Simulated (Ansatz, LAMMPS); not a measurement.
## Amorphous 58HfO2-42Al2O3 (mol %) (92 atoms): geometry optimisation

How does amorphous 58HfO2-42Al2O3 (mol %) (92 atoms) relax, and what do bonds, charges and levels look like afterwards?

Program: Ansatz 0.2.0. Level of theory: Kohn-Sham DFT, PBE, PAW (set soft_2), plane waves. Results are calculated unless marked as measured.

### 1. Starting point

The cell holds 92 atoms: 14 Hf, 20 Al and 58 O. Its edges and angles: a = 10.418 Å, b = 10.418 Å, c = 10.418 Å, α = 90.0°, β = 90.0°, γ = 90.0°. 92 atoms (14 Zr, 20 Al, 58 O) placed at random at 4.03 g/cm³, melted at 5000 K for 10 ps at fixed volume with the Morse and Coulomb pair potential with partial charges (Pedone, Malavasi, Menziani, Cormack and Segre, J. Phys. Chem. B 110, 11780 (2006)). Quenched from 5000 K to 300 K at 50 K/ps and fixed volume, held 5 ps, then minimised at fixed cell. Then Zr was replaced by Hf (the potential has no terms for the new elements, so the cell is a start for a DFT relaxation).

What the set-up can't give: The quench rate of 50 K/ps is many orders above laboratory rates, so the cell is likely richer in defects and strain than a real sample. The starting topology of bonds comes from the classical model. Only the Γ point is sampled in the main run, in a cell whose shortest periodic width is 10 Å. No spin–orbit coupling is included, so levels derived from the heavy atoms are approximate.

### 2. The classical run that made the cell

A classical potential makes the cell, at a small fraction of what the same run would cost in DFT.

This step: classical MD, Morse and Coulomb pair potential with partial charges (Pedone, Malavasi, Menziani, Cormack and Segre, J. Phys. Chem. B 110, 11780 (2006)) (LAMMPS 22 Jul 2025 - Update 4).

File in.lmp:

```
# melt-quench of Zr14Al20O58
units metal
atom_style charge
boundary p p p
region box block 0 10.4183 0 10.4183 0 10.4183
create_box 3 box
mass 1 91.2240   # Zr
mass 2 26.9815   # Al
mass 3 15.9990   # O
create_atoms 1 random 14 40971 NULL overlap 1.5 maxtry 2000
create_atoms 2 random 20 40978 NULL overlap 1.5 maxtry 2000
create_atoms 3 random 58 40985 NULL overlap 1.5 maxtry 2000
pair_style hybrid/overlay pedone 5.5 coul/long 8.0
pair_coeff * * coul/long
pair_coeff 1 3 pedone 0.206237 2.479675 2.436997 1   # Zr-O
pair_coeff 2 3 pedone 0.361581 1.900442 2.164818 0.9   # Al-O
pair_coeff 3 3 pedone 0.042395 1.379316 3.618701 22   # O-O
set type 1 charge 2.4
set type 2 charge 1.8
set type 3 charge -1.2
kspace_style pppm 1.0e-4
neigh_modify delay 0 every 1 check yes
thermo_style custom step time temp pe press density
thermo_modify norm yes
timestep 0.002
thermo 100
min_style cg
minimize 1e-4 1e-4 200 2000
reset_timestep 0
velocity all create 5000 40972 mom yes dist gaussian
fix lim all nve/limit 0.05
fix lan all langevin 5000 5000 0.2 40973 zero yes
thermo 500
run 1000 post no
# [... 10 lines left out ...]
thermo 1250
fix md all nvt temp 300 300 0.2
run 2500 post no
unfix md
thermo 100
min_style cg
minimize 0 1e-3 2000 20000
write_dump all custom glass.dump id type xs ys zs modify sort id
```

Command:

```console
$ lmp -in in.lmp -log none -nocite
```

Numbers of over 12 decimals in the logs are rounded to 6 here.

Log:

```text
LAMMPS (22 Jul 2025 - Update 4)
Created orthogonal box = (0 0 0) to (10.4183 10.4183 10.4183)
Created 14 atoms
Created 20 atoms
Created 58 atoms
PPPM initialization ...
  G vector (1/distance) = 0.3865507
  grid = 12 12 12
  estimated relative force accuracy = 4.987952e-05
   Step          Time           Temp          PotEng         Press         Density
         0   0              0             -1.541339       1128523        4.0304601
        70   0.14           0             -14.160833     -47549.493      4.0304601
Loop time of 0.0392705 s on 1 MPI rank(s) for 70 steps with 92 atoms
Minimization stats:
  Stopping criterion = energy tolerance
[... 36 lines left out ...]
     55000   110            294.075       -14.293786     -71143.462      4.0304601
     55500   111            307.76822     -14.287954     -74289.462      4.0304601
Loop time of 0.853453 s on 1 MPI rank(s) for 2500 steps with 92 atoms
   Step          Time           Temp          PotEng         Press         Density
     55500   111            307.76822     -14.287954     -74289.462      4.0304601
     55515   111.03         307.76822     -14.331538     -74405.802      4.0304601
Loop time of 0.0275728 s on 1 MPI rank(s) for 15 steps with 92 atoms
Minimization stats:
  Stopping criterion = linesearch alpha is zero
  Energy initial, next-to-last, final =
     -14.2879541574196  -14.3315377973544  -14.3315377973544
  Force two-norm initial, final = 11.939288 0.38811853
  Iterations, force evaluations = 15 65
```

The job ended after 21 s (1 thread of Arm Neoverse V2, shared host; peak memory 0.072 GiB).

### 3. Single point at the start

A single point comes first, to see the forces before anything moves.

File input.yaml:

```yaml
crystal:
  lattice:
    - [10.4183, 0.0, 0.0]
    - [0.0, 10.4183, 0.0]
    - [0.0, 0.0, 10.4183]
  atoms:
    - { symbol: Hf, position: [0.58957, 0.00939, 0.00058] }
    - { symbol: Hf, position: [0.36616, 0.66535, 0.48772] }
    - { symbol: Hf, position: [0.86573, 0.12983, 0.45824] }
    - { symbol: Hf, position: [0.85123, 0.65829, 0.35209] }
    - { symbol: Hf, position: [0.36291, 0.81495, 0.20357] }
    - { symbol: Hf, position: [0.34601, 0.88712, 0.75748] }
    - { symbol: Hf, position: [0.59927, 0.43977, 0.50563] }
    - { symbol: Hf, position: [0.54977, 0.15097, 0.64927] }
    - { symbol: Hf, position: [0.6076, 0.36507, 0.93402] }
    - { symbol: Hf, position: [0.08791, 0.42556, 0.5526] }
    - { symbol: Hf, position: [0.63512, 0.8937, 0.346] }
    - { symbol: Hf, position: [0.34481, 0.58978, 0.98381] }
    - { symbol: Hf, position: [0.3668, 0.32231, 0.34566] }
    - { symbol: Hf, position: [0.00275, 0.95848, 0.7315] }
    - { symbol: Al, position: [0.23928, 0.14009, 0.57834] }
    - { symbol: Al, position: [0.3052, 0.33576, 0.78984] }
    - { symbol: Al, position: [0.87952, 0.11509, 0.18106] }
    - { symbol: Al, position: [0.18191, 0.11932, 0.26936] }
    - { symbol: Al, position: [0.70136, 0.8789, 0.62348] }
    - { symbol: Al, position: [0.55541, 0.67049, 0.75783] }
    - { symbol: Al, position: [0.80878, 0.7668, 0.90536] }
    - { symbol: Al, position: [0.07124, 0.51739, 0.86827] }
    - { symbol: Al, position: [0.14403, 0.54576, 0.25307] }
    - { symbol: Al, position: [0.87445, 0.62138, 0.65509] }
    - { symbol: Al, position: [0.71086, 0.35614, 0.24885] }
    - { symbol: Al, position: [0.10595, 0.73975, 0.53181] }
    - { symbol: Al, position: [0.10331, 0.81032, 0.98414] }
    - { symbol: Al, position: [0.89026, 0.49996, 0.06963] }
    - { symbol: Al, position: [0.36434, 0.25136, 0.03773] }
    - { symbol: Al, position: [0.64816, 0.69386, 0.08294] }
    - { symbol: Al, position: [0.06522, 0.23598, 0.96095] }
    - { symbol: Al, position: [0.05959, 0.90291, 0.27147] }
    - { symbol: Al, position: [0.81269, 0.11444, 0.87691] }
    - { symbol: Al, position: [0.8291, 0.34591, 0.6759] }
    - { symbol: O, position: [0.76637, 0.71972, 0.74587] }
    - { symbol: O, position: [0.03509, 0.6693, 0.91754] }
    - { symbol: O, position: [0.51106, 0.59245, 0.6104] }
    - { symbol: O, position: [0.56002, 0.30789, 0.28666] }
    - { symbol: O, position: [0.17499, 0.41586, 0.36731] }
    - { symbol: O, position: [0.39123, 0.70235, 0.82416] }
    - { symbol: O, position: [0.72595, 0.49382, 0.3561] }
    - { symbol: O, position: [0.9966, 0.40371, 0.97353] }
    - { symbol: O, position: [0.99611, 0.76943, 0.65076] }
    - { symbol: O, position: [0.95376, 0.57257, 0.49873] }
    - { symbol: O, position: [0.77375, 0.09815, 0.04239] }
    - { symbol: O, position: [0.61383, 0.00812, 0.51383] }
    - { symbol: O, position: [0.52515, 0.94292, 0.18212] }
    - { symbol: O, position: [0.87592, 0.91376, 0.87379] }
    - { symbol: O, position: [0.79038, 0.00919, 0.30535] }
    - { symbol: O, position: [0.52498, 0.19604, 0.01691] }
    - { symbol: O, position: [0.70842, 0.25439, 0.56833] }
    - { symbol: O, position: [0.83055, 0.24739, 0.29032] }
    - { symbol: O, position: [0.65723, 0.0706, 0.80795] }
    - { symbol: O, position: [0.9753, 0.14296, 0.83996] }
    - { symbol: O, position: [0.46507, 0.28831, 0.5237] }
    - { symbol: O, position: [0.10632, 0.05163, 0.59771] }
    - { symbol: O, position: [0.01369, 0.79013, 0.38413] }
    - { symbol: O, position: [0.43518, 0.50298, 0.39538] }
    - { symbol: O, position: [0.19582, 0.5903, 0.56006] }
    - { symbol: O, position: [0.24168, 0.68216, 0.31706] }
    - { symbol: O, position: [0.74162, 0.77802, 0.48344] }
    - { symbol: O, position: [0.75277, 0.48954, 0.6308] }
    - { symbol: O, position: [0.23373, 0.48433, 0.84238] }
    - { symbol: O, position: [0.25736, 0.16785, 0.41607] }
    - { symbol: O, position: [0.66048, 0.8239, 0.97606] }
    - { symbol: O, position: [0.94729, 0.28538, 0.56049] }
    - { symbol: O, position: [0.21233, 0.51252, 0.11347] }
    - { symbol: O, position: [0.15676, 0.89828, 0.84093] }
    - { symbol: O, position: [0.98322, 0.48406, 0.72626] }
    - { symbol: O, position: [0.80318, 0.63406, 0.01568] }
    - { symbol: O, position: [0.54936, 0.83778, 0.69415] }
    - { symbol: O, position: [0.2166, 0.30231, 0.64921] }
    - { symbol: O, position: [0.71556, 0.74296, 0.23213] }
    - { symbol: O, position: [0.5893, 0.55638, 0.87777] }
    - { symbol: O, position: [0.73898, 0.40391, 0.09024] }
    - { symbol: O, position: [0.96728, 0.55636, 0.21755] }
    - { symbol: O, position: [0.48308, 0.67419, 0.1104] }
    - { symbol: O, position: [0.41517, 0.96821, 0.92293] }
    [... 8 atom lines left out ...]
    - { symbol: O, position: [0.47682, 0.30232, 0.7804] }
    - { symbol: O, position: [0.84194, 0.99854, 0.61433] }
    - { symbol: O, position: [0.76473, 0.29589, 0.8251] }
    - { symbol: O, position: [0.36691, 0.06863, 0.66525] }
    - { symbol: O, position: [0.29432, 0.22214, 0.18379] }
    - { symbol: O, position: [0.26461, 0.81538, 0.5815] }
kpoints:
  mp_grid: { grid: [1, 1, 1] }
hamiltonian:
  xc: pbe
scf:
  occupations: { method: fermi_dirac, width: 0.025 }
output:
  forces: true
```

Command:

```console
$ ansatz run input.yaml --threads 4 --pin off --max-ram 8192MiB --backend cpu --events-out ev --progress --plain --runs-dir out
```

Log:

```text
Engine: ansatz 0.2.0, aarch64-unknown-linux-gnu
Pseudopotentials: kind: paw
Pseudopotential: Hf, paw, valence charge 26, recommended cutoff 420 eV (normal), Hf.paw.azcp
Pseudopotential: Al, paw, valence charge 3, recommended cutoff 420 eV (normal), Al.paw.azcp
Pseudopotential: O, paw, valence charge 6, recommended cutoff 420 eV (normal), O.paw.azcp
Functional definition: PBE
  parameter kappa = 0.804
  parameter beta = 0.066725
  exchange = pbe_x(kappa = kappa, mu = beta*pi^2/3)
  correlation = pbe_c(beta = beta)
Crystal: 92 atoms, lattice volume = 1130.812 Å³
Basis set: ecut = 420 eV, 22119 PW (Γ), exchange–correlation on 144×144×144 points (8 copies of the dense FFT grid, shifted against one another)
Bands: 478, of which v1, the nominal top of the filled ones, is band 386 counted from 1 (385 counted from 0)
Symmetry: 1 space group operations
Space group: P1 (ITA 1), of the structure as read, at distance tolerance 1.0e-4 Å
k-points: 1
Non-local potential: Hf, projectors of the file, l = 0: 3, l = 1: 2, l = 2: 2, l = 3: 3
Non-local potential: Al, projectors of the file, l = 0: 2, l = 1: 2, l = 2: 1
Non-local potential: O, projectors of the file, l = 0: 2, l = 1: 2, l = 2: 1
PAW form: soft (Blöchl's): semilocal exchange-correlation on the pseudo side does not see the compensation charge
PAW one-centre angular grid: Hf, 590 points (default); XC on 64 Gauss nodes
PAW one-centre angular grid: Al, 110 points (default); XC on 64 Gauss nodes
PAW one-centre angular grid: O, 110 points (default); XC on 64 Gauss nodes
Initial density: superposition of atomic densities (neutral atoms: chi_scale 0, normalization atom), corrected by the library's trained network
Initial wavefunctions: pseudopotential atomic-orbital guess
Functional: x = pbe(κ = 0.804, μ = 0.219515), c = pbe(β = 0.066725)
SCF iter   1: F=—  HF=-263895.271686 eV  |F-HF|=—  |Δ(HF+E_count)|=         —  Δρ=3.30e-3  dr2=1.71e-1  ethr=1.77e-3  ⟨swp⟩=6.0  Hψ=1787  notcnv=0  defer=70
preconditioner: auto → Resta (q_TF=auto, 2.560 Å⁻¹)  ε∞=4.3  [insulator: Δε(μ)=3.497 eV  Ē_g=16.698 eV  σ=0.025 eV  W_gap=1.00  n_scr=340 (ndim 8)  ℏωp=30.1 eV  f_vac=0.084  D(μ)=0.00/eV (n_scr^D=0)  ε∞_Penn≈4.3]
SCF iter   2: F=—  HF=-263895.259343 eV  |F-HF|=—  |Δ(HF+E_count)|=   1.23e-2  Δρ=1.69e-3  dr2=3.58e-2  ethr=2.22e-5  ⟨swp⟩=2.0  Hψ=887  notcnv=0  defer=85
SCF iter   3: F=—  HF=-263895.258492 eV  |F-HF|=—  |Δ(HF+E_count)|=   8.51e-4  Δρ=7.20e-4  dr2=1.06e-2  ethr=4.64e-6  ⟨swp⟩=2.0  Hψ=684  notcnv=0  defer=54
automatic band count: iteration 3 solves 447 bands in place of 478: the levels show a gap, and the empty bands left out lie too high to hold charge; the band table lists the bands solved (type scf.n_extra_bands for more)
SCF iter   4: F=—  HF=-263895.257666 eV  |F-HF|=—  |Δ(HF+E_count)|=   8.27e-4  Δρ=2.35e-4  dr2=8.28e-4  ethr=1.37e-6  ⟨swp⟩=2.0  Hψ=682  notcnv=0  defer=54
SCF iter   5: F=—  HF=-263895.257702 eV  |F-HF|=—  |Δ(HF+E_count)|=   3.67e-5  Δρ=1.44e-4  dr2=2.20e-4  ethr=1.07e-7  ⟨swp⟩=2.0  Hψ=776  notcnv=0  defer=54
SCF iter   6: F=—  HF=-263895.257583 eV  |F-HF|=—  |Δ(HF+E_count)|=   1.20e-4  Δρ=3.94e-5  dr2=1.98e-5  ethr=2.85e-8  ⟨swp⟩=2.0  Hψ=775  notcnv=0  defer=54
SCF iter   7: F=—  HF=-263895.258880 eV  |F-HF|=—  |Δ(HF+E_count)|=   1.30e-3  Δρ=2.26e-5  dr2=5.62e-6  ethr=2.56e-9  ⟨swp⟩=2.0  Hψ=833  notcnv=0  defer=54
SCF iter   8: F=—  HF=-263895.258882 eV  |F-HF|=—  |Δ(HF+E_count)|=   1.47e-6  Δρ=1.05e-5  dr2=1.32e-6  ethr=7.28e-10  ⟨swp⟩=2.0  Hψ=775  notcnv=0  defer=54
SCF iter   9: F=—  HF=-263895.258882 eV  |F-HF|=—  |Δ(HF+E_count)|=   6.17e-7  Δρ=3.39e-6  dr2=1.66e-7  ethr=1.71e-10  ⟨swp⟩=2.0  Hψ=774  notcnv=0  defer=54
SCF iter  10: F=-263895.258883 eV  HF=-263895.258883 eV  |F-HF|=2.15e-8  |Δ(HF+E_count)|=   1.47e-7  Δρ=2.53e-6  dr2=6.79e-8  ethr=1.30e-11  ⟨swp⟩=4.0  Hψ=1491  notcnv=0
SCF 1 converged in 10 iterations: F = -263895.258883 eV  dr2 = 6.79e-8
  greatest PAW one-centre occupation: 0.999 electrons in one spin orbital (limit 2), on the Hf atom at site 3 (counted from 0), in its partial waves of l = 0
SCF converged after 10 iterations
Free energy (F): -263895.258883 eV
Harris-Foulkes:  -263895.258883 eV  (|F-HF|=2.15e-8)
Internal energy: -263895.258883 eV  (E = F + TS)
E sigma→0 (E₀):  -263895.258883 eV
Fermi energy:    10.062298 eV
--- Per-component energies (eV) ---
  E_band       = -2951.214883
  E_kinetic    = 16585.318766
  E_local      = -133818.537645  (includes V_loc(G=0)·N_el)
  E_nonlocal   = -14431.257059
  E_hartree    = 60347.618928
  E_xc         = -9287.312384
  E_vxc        = -9782.035462  (∫ρ·V_xc dr)
  E_paw        = -115506.742676  (= ΣΔE_a)
  E_vpaw       = 17799.912672  (= ΣTr[D̂ρ^β])
  E_aug_tail   = 0.144371  (compensation charges beyond the density's cutoff)
  E_ewald      = -67784.491184
  E_smearing   = -0.000000  (= −TS)
  E_closure    = -0.000000  (closes the sum)
  Σ components = -263895.258883   (vs F -263895.258883, Δ=0.00e0)
--- Forces (eV/Å), atoms counted from 1 ---
  atom   1  Hf    -2.30563808    -0.70998545    -0.40573288
  atom   2  Hf     0.65227944    -0.26751592    -0.21508572
  atom   3  Hf    -0.55853895    -0.45596026     0.69266580
  atom   4  Hf    -0.24771643     0.00179817    -0.01741655
  atom   5  Hf    -0.40403127    -0.31157937    -0.22474747
  atom   6  Hf     0.34019142    -0.43488492     1.51200884
  atom   7  Hf    -0.26143391     0.12520203    -0.25164138
  atom   8  Hf     0.27350965     0.02883613    -0.11291909
  atom   9  Hf    -0.36289208     1.01447247    -0.71850023
  atom  10  Hf     0.95745639     0.48745708    -0.85462874
  atom  11  Hf     0.22250453     0.30041074    -0.02880873
  atom  12  Hf    -0.06601361    -0.20579728     0.78402909
  atom  13  Hf     1.96478134     0.71062524     0.72982070
  atom  14  Hf     0.94792417    -0.30433591    -0.67362006
[...]
atom  91  O     -0.32130151    -0.28109258     0.87621633
  atom  92  O     -0.26884514     0.05398973    -0.31096387
  max |Σ_I F_I| component: 1.74e-4 eV/Å
```

Run time: 15 s. Hardware: 4 threads of Arm Neoverse V2, shared host; peak memory 1.7 GiB.

Read from the output:

```
free energy            : -263895.2589 eV
free energy per atom   : -2868.4267 eV/atom
SCF cycles             : 10
r.m.s. force component : 0.5168 eV/Å
longest force          : 2.466 eV/Å
Fermi energy           : 10.06 eV
```

The r.m.s. force component of 0.52 eV/Å sets the starting point.

Neighbours are counted within 2.19 Å (O-Al), 2.82 Å (O-Hf).

Length of the force by element and coordination:

| element | coordination | atoms | mean length of the force (eV/Å) | spread | least | most |
| --- | --- | --- | --- | --- | --- | --- |
| Al | all | 20 | 0.545 | 0.218 | 0.208 | 0.941 |
| Al | 4 | 19 | 0.531 | 0.214 | 0.208 | 0.941 |
| Al | 5 | 1 | 0.813 | 0 | 0.813 | 0.813 |
| Hf | all | 14 | 1.04 | 0.671 | 0.248 | 2.45 |
| Hf | 6 | 12 | 1.11 | 0.693 | 0.248 | 2.45 |
| Hf | 7 | 2 | 0.599 | 0.215 | 0.384 | 0.813 |
| O | all | 58 | 0.746 | 0.476 | 0.140 | 2.47 |
| O | 2 | 8 | 1.36 | 0.530 | 0.853 | 2.47 |
| O | 3 | 49 | 0.658 | 0.382 | 0.198 | 2.02 |
| O | 4 | 1 | 0.140 | 0 | 0.140 | 0.140 |

[end of part 1 of 4]

[Logs are printed without paths, hosts, clocks, repeated set-up lines and the standing remarks that a program may print on its own settings, such as how far it seeks lower states.]

[Hosts, paths, dates, database ids (printed as entryN), source tags and the programs' standing remarks are cut or masked in the printed files.]
